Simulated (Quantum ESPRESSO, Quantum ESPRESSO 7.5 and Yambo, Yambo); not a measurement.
# PbO (P4/nmm): G0W0 with Yambo, start to end

Aim: the G0W0 gap of PbO (P4/nmm) on PBE, step by step.

Program: Quantum ESPRESSO 7.5 and Yambo 5.3.0. Level of theory: PBE and many-body steps on it, plane waves. Results are calculated unless marked as measured.

This is a report of a sequence of runs, with most program output left out.

The database entry behind the starting cell differs from later determinations by our own check (c about 1 % long), so it need not match the best structure at ambient conditions.

### 1. The structure

The structure is tetragonal, space group P4/nmm (No. 129). Conventional cell: a = 3.960 Å, b = 3.960 Å, c = 5.070 Å, α = 90.00°, β = 90.00°, γ = 90.00°. Pb has 4 O at 2.32 Å nearest. Nearest to O lie 4 Pb at 2.32 Å. Farther neighbours and most contacts between anions are not listed.

As a file:

```cif
data_structure
_symmetry_space_group_name_H-M 'P 1'
_symmetry_Int_Tables_number 1
_cell_length_a 3.9600
_cell_length_b 3.9600
_cell_length_c 5.0700
_cell_angle_alpha 90.000
_cell_angle_beta 90.000
_cell_angle_gamma 90.000
_cell_volume 79.51
loop_
_atom_site_label
_atom_site_type_symbol
_atom_site_fract_x
_atom_site_fract_y
_atom_site_fract_z
_atom_site_occupancy
Pb1 Pb 0.00000 0.50000 0.23851 1
Pb2 Pb 0.50000 0.00000 0.76149 1
O3 O 0.00000 0.00000 0.00000 1
O4 O 0.50000 0.50000 0.00000 1
```

The cell and positions come from the Crystallography Open Database and are kept as given unless a step says otherwise. Spin-orbit coupling is left out unless a step names it.

### 2. Ground state

This step: Quantum ESPRESSO 7.5; DFT, PBE, plane waves, norm-conserving pseudopotentials.

The ground-state density comes first.

File pw.in:

```
&control
  calculation = 'scf'
  prefix = 'x'
  outdir = 'o'
  pseudo_dir = 'pseudo'
/
&system
  ibrav = 0
  nat = 4
  ntyp = 2
  ecutwfc = 76.0
  nbnd = 34
  force_symmorphic = .true.
/
&electrons
  conv_thr = 1e-10
  electron_maxstep = 80
  mixing_beta = 0.5
/
ATOMIC_SPECIES
  Pb 207.2 Pb.upf
  O 15.999 O.upf
CELL_PARAMETERS angstrom
  3.9600000000 0.0000000000 0.0000000000
  0.0000000000 3.9600000000 0.0000000000
  0.0000000000 0.0000000000 5.0700000000
ATOMIC_POSITIONS crystal
  Pb 0.0000000000 0.5000000000 0.2385140000
  Pb 0.5000000000 0.0000000000 0.7614860000
  O 0.0000000000 0.0000000000 0.0000000000
  O 0.5000000000 0.5000000000 0.0000000000
K_POINTS automatic
  6 6 4 0 0 0
```

Started as:

```bash
$ OMP_NUM_THREADS=1 mpirun -n 4 pw.x -nk 4 -in pw.in > pw.out
```

Elapsed: 28 s, on 4 MPI ranks of Arm Neoverse V2, shared host; peak memory 0.42 GiB; 1.9 min of CPU time.

Numbers from this step:

```yaml
total_energy: -12317.1938 eV
gap: 1.140 eV
k_of_the_valence_top: 0, 0, 0
k_of_the_conduction_bottom: -0.5, -0.5, 0
least_direct_gap: 2.140 eV
```

The gap is indirect, with the least direct gap 1.00 eV higher.

### 3. Bands along the symmetry lines

The cheap functional maps the bands first; the places of the edges decide which points the dearer methods must see.

File pw.in:

```
&control
  calculation = 'bands'
  prefix = 'x'
  outdir = 'o'
  pseudo_dir = 'pseudo'
/
&system
  ibrav = 0
  nat = 4
  ntyp = 2
  ecutwfc = 76.0
  nbnd = 34
  force_symmorphic = .true.
/
&electrons
  conv_thr = 1e-9
  electron_maxstep = 80
  diago_full_acc = .true.
  diago_thr_init = 5e-6
/
ATOMIC_SPECIES
  Pb 207.2 Pb.upf
  O 15.999 O.upf
CELL_PARAMETERS angstrom
  3.9600000000 0.0000000000 0.0000000000
  0.0000000000 3.9600000000 0.0000000000
  0.0000000000 0.0000000000 5.0700000000
ATOMIC_POSITIONS crystal
  Pb 0.0000000000 0.5000000000 0.2385140000
  Pb 0.5000000000 0.0000000000 0.7614860000
  O 0.0000000000 0.0000000000 0.0000000000
  O 0.5000000000 0.5000000000 0.0000000000
K_POINTS crystal
  75
  0.00000000 0.00000000 0.00000000 1
  0.00000000 0.06250000 0.00000000 1
  0.00000000 0.12500000 0.00000000 1
  0.00000000 0.18750000 0.00000000 1
  0.00000000 0.25000000 0.00000000 1
  0.00000000 0.31250000 0.00000000 1
  0.00000000 0.37500000 0.00000000 1
  0.00000000 0.43750000 0.00000000 1
  0.00000000 0.50000000 0.00000000 1
  0.06250000 0.50000000 0.00000000 1
  0.12500000 0.50000000 0.00000000 1
  0.18750000 0.50000000 0.00000000 1
  0.25000000 0.50000000 0.00000000 1
  0.31250000 0.50000000 0.00000000 1
  0.37500000 0.50000000 0.00000000 1
  0.43750000 0.50000000 0.00000000 1
  0.50000000 0.50000000 0.00000000 1
  0.43750000 0.43750000 0.00000000 1
  0.37500000 0.37500000 0.00000000 1
  0.31250000 0.31250000 0.00000000 1
  0.25000000 0.25000000 0.00000000 1
  0.18750000 0.18750000 0.00000000 1
  0.12500000 0.12500000 0.00000000 1
  0.06250000 0.06250000 0.00000000 1
  0.00000000 0.00000000 0.00000000 1
  0.00000000 0.00000000 0.06250000 1
  0.00000000 0.00000000 0.12500000 1
  0.00000000 0.00000000 0.18750000 1
  0.00000000 0.00000000 0.25000000 1
  0.00000000 0.00000000 0.31250000 1
  0.00000000 0.00000000 0.37500000 1
  0.00000000 0.00000000 0.43750000 1
  0.00000000 0.00000000 0.50000000 1
  0.00000000 0.06250000 0.50000000 1
  0.00000000 0.12500000 0.50000000 1
  0.00000000 0.18750000 0.50000000 1
  0.00000000 0.25000000 0.50000000 1
  0.00000000 0.31250000 0.50000000 1
  0.00000000 0.37500000 0.50000000 1
  0.00000000 0.43750000 0.50000000 1
  0.00000000 0.50000000 0.50000000 1
  0.06250000 0.50000000 0.50000000 1
  0.12500000 0.50000000 0.50000000 1
  0.18750000 0.50000000 0.50000000 1
  0.25000000 0.50000000 0.50000000 1
  0.31250000 0.50000000 0.50000000 1
  0.37500000 0.50000000 0.50000000 1
  0.43750000 0.50000000 0.50000000 1
  0.50000000 0.50000000 0.50000000 1
  0.43750000 0.43750000 0.50000000 1
  0.37500000 0.37500000 0.50000000 1
  0.31250000 0.31250000 0.50000000 1
  0.25000000 0.25000000 0.50000000 1
  0.18750000 0.18750000 0.50000000 1
  0.12500000 0.12500000 0.50000000 1
  0.06250000 0.06250000 0.50000000 1
  0.00000000 0.00000000 0.50000000 1
  0.00000000 0.50000000 0.00000000 1
  0.00000000 0.50000000 0.06250000 1
  0.00000000 0.50000000 0.12500000 1
  0.00000000 0.50000000 0.18750000 1
  0.00000000 0.50000000 0.25000000 1
  0.00000000 0.50000000 0.31250000 1
  0.00000000 0.50000000 0.37500000 1
  0.00000000 0.50000000 0.43750000 1
  0.00000000 0.50000000 0.50000000 1
  0.50000000 0.50000000 0.00000000 1
  0.50000000 0.50000000 0.06250000 1
  0.50000000 0.50000000 0.12500000 1
  0.50000000 0.50000000 0.18750000 1
  0.50000000 0.50000000 0.25000000 1
  0.50000000 0.50000000 0.31250000 1
  0.50000000 0.50000000 0.37500000 1
  0.50000000 0.50000000 0.43750000 1
  0.50000000 0.50000000 0.50000000 1
```

Wall time 13 s (4 MPI ranks); peak memory 0.31 GiB; 51 s of CPU time.

Numbers from this step:

| Item | Value |
| --- | --- |
| gap | 1.139 eV |
| k of the valence top | 0, 0.0625, 0 |
| k of the conduction bottom | 0.5, 0.5, 0 |
| least direct gap | 2.140 eV |

The gap is 1.139 eV, −0.001 eV from the run before at this level.

Electronic bands along the path, in eV, zero at the top of the highest filled band:

```csv
point,band 25,band 26,band 27,band 28,band 29,band 30,band 31,band 32
Γ,-1.73,-1.61,-1.61,0.00,2.41,5.52,5.58,5.58
halfway,-2.52,-2.01,-1.95,-0.26,3.54,3.54,5.47,5.91
X,-2.96,-2.96,-1.74,-1.74,3.32,3.32,6.61,6.61
halfway,-2.21,-2.21,-1.45,-1.45,2.46,2.46,5.39,5.39
M,-1.76,-1.76,-1.00,-1.00,1.14,1.14,5.20,5.20
halfway,-2.86,-2.74,-1.23,-0.55,3.02,3.36,4.71,5.17
Γ,-1.73,-1.61,-1.61,0.00,2.41,5.52,5.58,5.58
halfway,-1.75,-1.62,-1.62,-0.42,2.14,4.53,4.53,5.04
Z,-1.76,-1.63,-1.63,-1.08,2.11,3.98,3.98,4.34
halfway,-2.34,-2.03,-1.18,-1.04,2.29,3.17,4.61,6.58
R,-2.93,-2.93,-1.07,-1.07,3.01,3.01,6.31,6.31
halfway,-1.72,-1.72,-1.53,-1.53,3.36,3.36,4.57,4.57
A,-2.30,-2.30,-1.00,-1.00,3.35,3.35,4.67,4.67
halfway,-2.76,-1.64,-1.23,-1.15,2.47,3.63,3.85,6.42
Z,-1.76,-1.63,-1.63,-1.08,2.11,3.98,3.98,4.34
jump to X,-2.96,-2.96,-1.74,-1.74,3.32,3.32,6.61,6.61
halfway,-2.95,-2.95,-1.36,-1.36,3.16,3.16,6.47,6.47
R,-2.93,-2.93,-1.07,-1.07,3.01,3.01,6.31,6.31
jump to M,-1.76,-1.76,-1.00,-1.00,1.14,1.14,5.20,5.20
halfway,-2.04,-2.04,-1.00,-1.00,1.95,1.95,5.52,5.52
A,-2.30,-2.30,-1.00,-1.00,3.35,3.35,4.67,4.67
```

### 4. Empty states on the mesh, 4×4×2 mesh, 280 bands

The sums over transitions need many empty states on a uniform mesh; this step solves for them.

File pw.in:

```
&control
  calculation = 'nscf'
  prefix = 'x'
  outdir = 'o'
  pseudo_dir = 'pseudo'
/
&system
  ibrav = 0
  nat = 4
  ntyp = 2
  ecutwfc = 76.0
  nbnd = 280
  force_symmorphic = .true.
/
&electrons
  conv_thr = 1e-9
  electron_maxstep = 80
  diago_full_acc = .true.
  diago_thr_init = 5e-6
/
ATOMIC_SPECIES
  Pb 207.2 Pb.upf
  O 15.999 O.upf
CELL_PARAMETERS angstrom
  3.9600000000 0.0000000000 0.0000000000
  0.0000000000 3.9600000000 0.0000000000
  0.0000000000 0.0000000000 5.0700000000
ATOMIC_POSITIONS crystal
  Pb 0.0000000000 0.5000000000 0.2385140000
  Pb 0.5000000000 0.0000000000 0.7614860000
  O 0.0000000000 0.0000000000 0.0000000000
  O 0.5000000000 0.5000000000 0.0000000000
K_POINTS automatic
  4 4 2 0 0 0
```

It took 56 s on 4 MPI ranks; peak memory 0.8 GiB; 3.7 min of CPU time.

This step gave:

```yaml
gap: 1.140 eV
k_of_the_valence_top: 0, 0, 0
k_of_the_conduction_bottom: -0.5, -0.5, 0
least_direct_gap: 2.140 eV
k_points_computed: 12
lowest_point_of_the_top_converged_band_above_the_valence_top: 114.7059 eV
```

On this mesh the gap is 1.140 eV.

### 5. Conversion and set-up

This step: Yambo 5.3.0; conversion and set-up on PBE, plane waves, norm-conserving pseudopotentials.

The states are converted to the many-body program's format and the q mesh is built.

Started as:

```bash
$ (cd o/x.save; p2y > p2y.log; mv SAVE ../..); yambo > setup.log
```

It took 2.3 s on 1 MPI rank; peak memory 0.24 GiB.

### 6. Screening and self-energy, 4×4×2 mesh, 280 bands, screening to 210.9 eV

G0W0 replaces the xc potential by the self-energy, built once from these orbitals. Only a window of levels is corrected, while the sums run over the empty bands that the input names.

This step: G0W0 on PBE, plane waves, norm-conserving pseudopotentials.

File gw1.in:

```
HF_and_locXC
gw0
dyson
ppa
em1d
rim_cut
RandQpts= 1000000
RandGvec= 1 RL
EXXRLvcs= 76 Ry
VXCRLvcs= 304 Ry
Chimod= "HARTREE"
% BndsRnXp
 1 | 280 |
%
NGsBlkXp= 15.5 Ry
% LongDrXp
 1 | 1 | 1 |
%
% GbndRnge
 1 | 280 |
%
DysSolver= "n"
ExtendOut
PPAPntXp= 27.21138 eV
% QPkrange
 1 | 1 | 27 | 30 |
 11 | 11 | 27 | 30 |
%
```

Started as:

```bash
$ OMP_NUM_THREADS=1 mpirun -n 4 yambo -F gw1.in -J gw1 -C gw1 > gw1.log
```

Elapsed: 16 min, on 4 MPI ranks; peak memory 2.9 GiB; 65 min of CPU time.

Numbers from this step:

* G0W0 gap on the points computed: 1.318 eV
* starting gap on the mesh: 1.140 eV
* k of the valence top: 0, 0, 0
* k of the conduction bottom: -0.5, -0.5, 0
* least direct G0W0 gap on the computed points: 2.204 eV
* Z at the valence top: 0.7861
* Z at the conduction bottom: 0.8351

The gap on the mesh goes from 1.14 eV to 1.32 eV, a correction of +0.18 eV.

Limits: finite bands, cutoff and mesh; no spin-orbit coupling; coarse k mesh. v1 is the top filled band, c1 the lowest empty one. Levels before and after the correction, in eV, zero at the valence-band top of each column:

```csv
,conduction bottom,valence top
Kohn-Sham,1.14,0.00
G0W0,1.32,0.00
```

|  | level | energy (eV) |
| --- | --- | --- |
| Kohn-Sham | Γ v2 | -1.604 |
| Kohn-Sham | Γ v1 | 0.000 |
| Kohn-Sham | Γ c1 | 2.410 |
| Kohn-Sham | Γ c2 | 5.517 |
| Kohn-Sham | (-0.5 -0.5 0) v2-v1 | -0.999 |
| Kohn-Sham | (-0.5 -0.5 0) c1-c2 | 1.140 |
| G0W0 | Γ v2 | -1.600 |
| G0W0 | Γ v1 | 0.000 |
| G0W0 | Γ c1 | 2.877 |
| G0W0 | Γ c2 | 6.000 |
| G0W0 | (-0.5 -0.5 0) v2-v1 | -0.885 |
| G0W0 | (-0.5 -0.5 0) c1-c2 | 1.318 |

### 7. Where the time went

Times are wall times on the hardware named with each run, good to a factor of about two.

| step | time | share | memory (GiB) |
| --- | --- | --- | --- |
| ground state | 28 s | 3 % | 0.42 |
| bands along the symmetry lines | 13 s | 1 % | 0.31 |
| empty states on the mesh | 56 s | 5 % | 0.8 |
| conversion and set-up | 2.3 s | 0 % | 0.24 |
| screening and self-energy | 16 min | 91 % | 2.9 |

### 8. Results

| Quantity | Value |
| --- | --- |
| PBE gap | 1.14 eV, indirect |
| G0W0 gap on the mesh | 1.32 eV |
| GW settings | 4×4×2 mesh, 280 bands, screening to 210.9 eV, Godby-Needs plasmon pole |
| known limits | not at the basis limit; no spin-orbit coupling; coarse k mesh |

In words: G0W0 moves the gap on the mesh from 1.14 eV to 1.32 eV (+0.18 eV), with Z of 0.79 and 0.84 at the edges. Only 2 of the mesh's irreducible points were corrected, so a valley elsewhere could overtake. The dearest step here is «screening and self-energy». Bands and cutoff are finite, so the gap is not at the basis limit. The miss can reach some tenths of an eV and take either sign; the mesh is an error of its own. In the G0W0 run levels were corrected at 2 k points alone, so a gap called «on the mesh» is the least over those, and an edge elsewhere would be missed. The 4×4×2 mesh is coarse for this cell, which bears on the long-range parts of exchange and screening. Where an edge is built on 6p states of lead, bismuth or thallium, scalar-relativistic gaps usually stand too wide, by a few tenths to over one eV. The many-body steps are scalar-relativistic: spin-orbit coupling is not in them.

[Paths, hosts, dates, memory and timing lines, banners, echoed tables and standing remarks are left out of the program output.]

[Logs are printed without paths, hosts, clocks, repeated set-up lines and the standing remarks that a program may print on its own settings, such as how far it seeks lower states.]

[Runs of the session that timed out or met a known fault of the program may be left out.]

[Hosts, paths, dates, database ids (printed as entryN), source tags and the programs' standing remarks are cut or masked in the printed files.]
